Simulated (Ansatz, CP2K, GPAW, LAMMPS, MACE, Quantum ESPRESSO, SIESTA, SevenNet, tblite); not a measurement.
# Which run comes nearest? Ionic liquid ethylpyridinium dicyanamide with Li salt at 400 K (98 atoms)

Density of this cell: 1.10 g/cm³. The cell holds 98 atoms: 38 C, 19 N, 40 H and 1 Li. Cell: a = 10.520 Å, b = 10.520 Å, c = 10.520 Å, α = 90.0°, β = 90.0°, γ = 90.0°. 4 ethylpyridinium, 5 dicyanamide, 1 Li+ placed at random, at 1.1 g/cm³; overlaps pushed apart, then 10 ps at 700 K with Joung-Cheatham ions (J. Phys. Chem. B 112, 9020 (2008)); MMFF94 bonds, angles, torsions, charges and radii (Halgren, J. Comput. Chem. 17, 490 (1996)) in harmonic and 12-6 forms; charges of ions scaled by 0.8. Snapshot after 30 ps at 400 K and fixed volume.

Geometry: as built.

The reference, a calculation:

| Property | Result |
| --- | --- |
| method | Kohn-Sham DFT, PBE, SSSP efficiency 1.3.0 pseudopotentials, plane waves (Quantum ESPRESSO 7.5); sssp-pbe-1.3.0-efficiency, cutoffs 60/480 Ry, Γ point |
| r.m.s. force component | 1.72 eV/Å |
| longest force | 9.914 eV/Å |
| pressure | 0.728 GPa |
| gap (highest filled to lowest empty level) | 1.791 eV |
| time | 2.5 min on 2 MPI ranks of Arm Neoverse V2, shared host |
| CPU time | 5.1 min |

Runs, in no order:
A. QE PBE+D3(BJ), sssp-1.3.0-efficiency, 60/480 Ry: Kohn-Sham DFT, PBE+D3(BJ), SSSP efficiency 1.3.0 pseudopotentials, plane waves
B. tblite GFN1-xTB: GFN1-xTB tight binding, diagonalisation
C. SIESTA PBE, DZP, shift 0.01 Ry, mesh 500 Ry: Kohn-Sham DFT, PBE, PseudoDojo 0.4.1 norm-conserving pseudopotentials (converted to PSML), numerical atomic orbitals (DZP), diagonalisation
D. QE PBE, sssp-1.3.0-efficiency, 35/280 Ry: Kohn-Sham DFT, PBE, SSSP efficiency 1.3.0 pseudopotentials, plane waves
E. MACE MP-0b3 medium potential: machine-learned interatomic potential MACE MP-0b3 medium, trained on PBE(+U) plane-wave data

Q: Order them from the smallest to the largest r.m.s. force difference.

A, D, E, B, C.

```csv
run,"Δ force, r.m.s. (meV/Å)",share of r.m.s. force (%),CPU time
"A. QE PBE+D3(BJ), sssp-1.3.0-efficiency, 60/480 Ry",12.3,0.716,5.1 min
"D. QE PBE, sssp-1.3.0-efficiency, 35/280 Ry",56.7,3.30,2.2 min
E. MACE MP-0b3 medium potential,181,10.5,8.2 s
B. tblite GFN1-xTB,498,29.0,3.1 s
"C. SIESTA PBE, DZP, shift 0.01 Ry, mesh 500 Ry",844,49.1,3.7 min
```

Periodic xTB results under one method name differ between programs and library versions. Machine-learned potentials mimic data converged in k, so the reference's own k-point error enters their differences. The network of contacts between molecules at the start is that of the classical potential that made the cell, and needn't be the one that DFT or experiment would give. The electronic-structure runs sample only Γ, in a cell whose shortest periodic width is 11 Å.

[Logs are printed without paths, hosts, clocks, repeated set-up lines and the standing remarks that a program may print on its own settings, such as how far it seeks lower states.]

[Hosts, paths, dates, database ids (printed as entryN), source tags and the programs' standing remarks are cut or masked in the printed files.]

[The MMFF94 radii named for the starting cell were scaled by 0.96; in molecules described by MMFF94, hydrogen bound to N, O or S took a small fixed 12-6 site in their place.]
